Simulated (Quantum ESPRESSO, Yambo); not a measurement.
# TiO2 (Rutile): Bethe-Salpeter spectra with Yambo, part 2 of 2

Wanted: excitons and ε₂ of TiO2 (Rutile), with cost.

Quantum ESPRESSO 7.5 and Yambo 5.3.0; PBE and many-body steps on it, plane waves. Known limits of the many-body steps: not at the basis limit; bindings not settled in the k mesh.

So far. Step 10 (Finite momentum (q 3)): The lowest state lies at 3.406 eV. Step 13 (Empty states on the mesh, 6×6×8 mesh, 47 bands): On this mesh the gap is 1.917 eV.

## (15) k mesh (6×6×8) (continued)

Field along x; broadening 0.1 eV; transition window only. Limits: finite bands, cutoff and mesh; exciton not shown settled in the k mesh. The ε₂ by photon energy; read off at these points:

| photon energy (eV) | BSE | no electron-hole interaction |
| --- | --- | --- |
| 0.00 | 0.0328 | 0.0252 |
| 0.15 | 0.0351 | 0.0267 |
| 0.30 | 0.0377 | 0.0285 |
| 0.50 | 0.0417 | 0.0310 |
| 0.65 | 0.0451 | 0.0332 |
| 0.80 | 0.0490 | 0.0356 |
| 0.95 | 0.0534 | 0.0383 |
| 1.15 | 0.0603 | 0.0423 |
| 1.30 | 0.0664 | 0.0459 |
| 1.45 | 0.0735 | 0.0498 |
| 1.60 | 0.0819 | 0.0544 |
| 1.80 | 0.0957 | 0.0616 |
| 1.95 | 0.108 | 0.0679 |
| 2.10 | 0.124 | 0.0754 |
| 2.25 | 0.144 | 0.0843 |
| 2.45 | 0.179 | 0.0989 |
| 2.60 | 0.215 | 0.113 |
| 2.75 | 0.264 | 0.130 |
| 2.90 | 0.334 | 0.152 |
| 3.10 | 0.494 | 0.193 |
| 3.25 | 0.741 | 0.238 |
| 3.40 | 1.29 | 0.311 |
| 3.55 | 1.99 | 0.470 |
| 3.75 | 6.15 | 0.704 |
| 3.90 | 15.4 | 1.05 |
| 4.00 | 16.2 | 1.67 |
| 4.05 | 14.0 | 2.25 |
| 4.20 | 8.89 | 3.83 |
| 4.40 | 10.4 | 8.88 |
| 4.45 | 10.8 | 9.14 |
| 4.55 | 8.78 | 8.25 |
| 4.70 | 7.43 | 10.1 |
| 4.85 | 6.17 | 9.77 |
| 5.05 | 6.47 | 9.45 |
| 5.20 | 6.54 | 7.83 |
| 5.30 | 7.37 | 7.73 |
| 5.35 | 7.07 | 7.74 |
| 5.50 | 6.10 | 8.78 |
| 5.70 | 4.28 | 7.97 |
| 5.85 | 3.50 | 7.65 |
| 6.00 | 2.78 | 8.17 |

The window of bands is narrower than in the first exciton run, so this row is not like for like with it.

The program warns that the window of bands cuts a degenerate level, which breaks the symmetry of states and spectrum.

## (16) Empty states on the mesh, 8×8×10 mesh, 47 bands

This step: Quantum ESPRESSO 7.5; DFT, PBE, plane waves, norm-conserving pseudopotentials.

The input, pw.in:

```
&control
  calculation = 'nscf'
  prefix = 'x'
  outdir = 'o'
  pseudo_dir = 'pseudo'
/
&system
  ibrav = 0
  nat = 6
  ntyp = 2
  ecutwfc = 76.0
  nbnd = 47
  force_symmorphic = .true.
/
&electrons
  conv_thr = 1e-9
  electron_maxstep = 80
  diago_full_acc = .true.
  diago_thr_init = 5e-6
/
ATOMIC_SPECIES
  Ti 47.867 Ti.upf
  O 15.999 O.upf
CELL_PARAMETERS angstrom
  4.5922000000 0.0000000000 0.0000000000
  0.0000000000 4.5922000000 0.0000000000
  0.0000000000 0.0000000000 2.9574000000
ATOMIC_POSITIONS crystal
  Ti 0.0000000000 0.0000000000 0.0000000000
  Ti 0.5000000000 0.5000000000 0.5000000000
  O 0.3049600000 0.3049600000 0.0000000000
  O 0.1950400000 0.8049600000 0.5000000000
  O 0.6950400000 0.6950400000 0.0000000000
  O 0.8049600000 0.1950400000 0.5000000000
K_POINTS automatic
  8 8 10 0 0 0
```

The run is started by

```bash
$ OMP_NUM_THREADS=1 mpirun -n 4 pw.x -nk 4 -in pw.in > pw.out
```

Run time: 35 s. Hardware: 4 MPI ranks of Arm Neoverse V1, shared host; peak memory 0.29 GiB.

This step gave:

* gap: 1.917 eV
* k of the valence top: 0, 0, 0
* k of the conduction bottom: 0, 0, 0
* least direct gap: 1.917 eV
* k points computed: 126
* lowest point of the top converged band, above the valence top: 21.16 eV

On this mesh the gap is 1.917 eV.

## (17) Conversion and set-up

This step: Yambo 5.3.0; conversion and set-up on PBE, plane waves, norm-conserving pseudopotentials.

The run is started by

```bash
$ (cd o/x.save; p2y > p2y.log; mv SAVE ../..); yambo > setup.log
```

Run time: 6.5 s. Hardware: 1 MPI rank; peak memory 0.31 GiB.

## (18) k mesh (8×8×10)

This step: Bethe-Salpeter equation on PBE with a scissors shift, plane waves, norm-conserving pseudopotentials.

The input, bse14.in:

```
optics
bss
bse
em1s
dipoles
rim_cut
RandQpts= 1000000
RandGvec= 1 RL
Chimod= "HARTREE"
BSKmod= "SEX"
BSEmod= "resonant"
BSSmod= "h"
BSENGexx= 30 Ry
BSENGBlk= 4 Ry
% BSEQptR
 1 | 1 |
%
% BSEBands
 20 | 27 |
%
% BEnRange
 0 | 6 | eV
%
% BDmRange
 0.1 | 0.1 | eV
%
BEnSteps= 121
% BLongDir
 1 | 0 | 0 |
%
% BndsRnXs
 1 | 47 |
%
NGsBlkXs= 4 Ry
% LongDrXs
 1 | 1 | 1 |
%
% KfnQP_E
 1.44 | 1.0 | 1.0 |
%
BSHayTrs= -0.02
```

The run is started by

```bash
$ OMP_NUM_THREADS=1 mpirun -n 4 yambo -F bse14.in -J bse14 -C bse14 > bse14.log
```

Run time: 51 min. Hardware: 4 MPI ranks; peak memory 3.7 GiB; 3.4 h of CPU time.

Numbers from this step:

* transitions in the window: 9600
* direct gap of the transition levels: 3.357 eV

The window of bands is narrower than in the first exciton run, so this row is not like for like with it.

The program warns that the window of bands cuts a degenerate level, which breaks the symmetry of states and spectrum.

## (19) The runs together

Times are wall times on 4 MPI ranks of Arm Neoverse V1, shared host, good to a factor of about two.

| run | mesh | transitions | broadening (eV) | direct gap (eV) | lowest state (eV) | binding (eV) | mesh cell's term (eV) | tallest peak (eV) | height | time |
| --- | --- | --- | --- | --- | --- | --- | --- | --- | --- | --- |
| excitons | 4×4×6 | 5184 | 0.1 | 3.357 | 3.069 | 0.288 | 0.294 | 3.95 | 17.5 | 12 min |
| triplet (no exchange term) | 4×4×6 | 3456 | 0.1 | 3.357 | 3.067 | 0.290 | 0.294 | - | - | 3 min |
| field along z | 4×4×6 | 5184 | 0.1 | 3.357 | - | - | - | 4.05 | 21.7 | 92 s |
| beyond Tamm-Dancoff | 4×4×6 | 2400 | 0.1 | 3.357 | 3.070 | 0.287 | 0.294 | 3.95 | 16.3 | 8.4 min |
| finite momentum (q 2) | 4×4×6 | 2880 | 0.1 | - | 3.226 | - | - | 4.45 | 14.9 | 2.1 min |
| finite momentum (q 3) | 4×4×6 | 2880 | 0.1 | - | 3.406 | - | - | 5.75 | 9.01 | 2.1 min |
| RPA with local fields (no direct term) | 4×4×6 | 5184 | 0.1 | 3.357 | - | - | - | 5.15 | 10.4 | 23 s |
| k mesh (6×6×8) | 6×6×8 | 8640 | 0.1 | 3.357 | - | - | - | 4.00 | 16.2 | 14 min |
| k mesh (8×8×10) | 8×8×10 | 9600 | 0.1 | 3.357 | - | - | - | 3.95 | 15.4 | 51 min |

## (20) Results

| Quantity | Value |
| --- | --- |
| excitons | lowest state 3.069 eV (not settled in the k mesh) |
| triplet (no exchange term) | lowest state 3.067 eV (not settled in the k mesh) |
| field along z | tallest peak 4.0 eV |
| beyond Tamm-Dancoff | lowest state 3.070 eV (not settled in the k mesh) |
| finite momentum (q 2) | lowest state 3.226 eV (not settled in the k mesh) |
| finite momentum (q 3) | lowest state 3.406 eV (not settled in the k mesh) |
| RPA with local fields (no direct term) | tallest peak 5.2 eV |
| k mesh (6×6×8) | tallest peak 4.0 eV |
| k mesh (8×8×10) | tallest peak 4.0 eV |

What this shows: On the 4×4×6 mesh the lowest exciton lies at 3.069 eV, 0.288 eV below the direct gap; one cell of the mesh carries a screened Coulomb term of 0.29 eV by a cubic estimate, rough for this lattice, so this binding is not shown settled. That state is dark or weak; the first strong one lies at 3.513 eV. Bindings below are those of the lowest state. Triplet (no exchange term), against «excitons (4×4×6)»: the lowest state stays within 0.01 eV (keys changed: BSEBands, BSENGexx, BEnRange, BEnSteps and the band window). Triplets are dark. Field along z, against «excitons (4×4×6)»: the tallest peak goes from 3.95 eV to 4.05 eV (keys changed: BSSmod, BSHayTrs and BLongDir). Beyond Tamm-Dancoff, against «excitons (4×4×6)»: the lowest state stays within 0.01 eV (keys changed: BSEBands, BSEmod, BEnRange, BEnSteps and the band window). Finite momentum (q 2), against «excitons (4×4×6)»: the lowest state moves by +0.157 eV (keys changed: BSEBands, BSEQptR, BEnRange, BEnSteps and the band window). Finite momentum (q 3), against «excitons (4×4×6)»: the lowest state moves by +0.337 eV (keys changed: BSEBands, BSEQptR, BEnRange, BEnSteps and the band window). RPA with local fields (no direct term), against «excitons (4×4×6)»: the tallest peak goes from 3.95 eV to 5.15 eV (keys changed: BSKmod, BSSmod and BSHayTrs). k mesh (6×6×8), against «excitons (4×4×6)»: the tallest peak goes from 3.95 eV to 4.00 eV (keys changed: BndsRnXs, NGsBlkXs, BSEBands, BSENGBlk, BSSmod, BEnRange, BSHayTrs, BEnSteps, the mesh and the band window). k mesh (8×8×10), against «k mesh (6×6×8)»: the tallest peak goes from 4.00 eV to 3.95 eV (keys changed: BSEBands, the mesh and the band window). Lines within a few meV of each other can be one level split by numerical noise, or distinct levels. Screening is static and electronic alone, and only transitions inside the band window count.

[Paths, hosts, dates, memory and timing lines, banners, echoed tables and standing remarks are left out of the program output.]

[Logs are printed without paths, hosts, clocks, repeated set-up lines and the standing remarks that a program may print on its own settings, such as how far it seeks lower states.]

[Runs of the session that timed out or met a known fault of the program may be left out.]

[Hosts, paths, dates, database ids (printed as entryN), source tags and the programs' standing remarks are cut or masked in the printed files.]
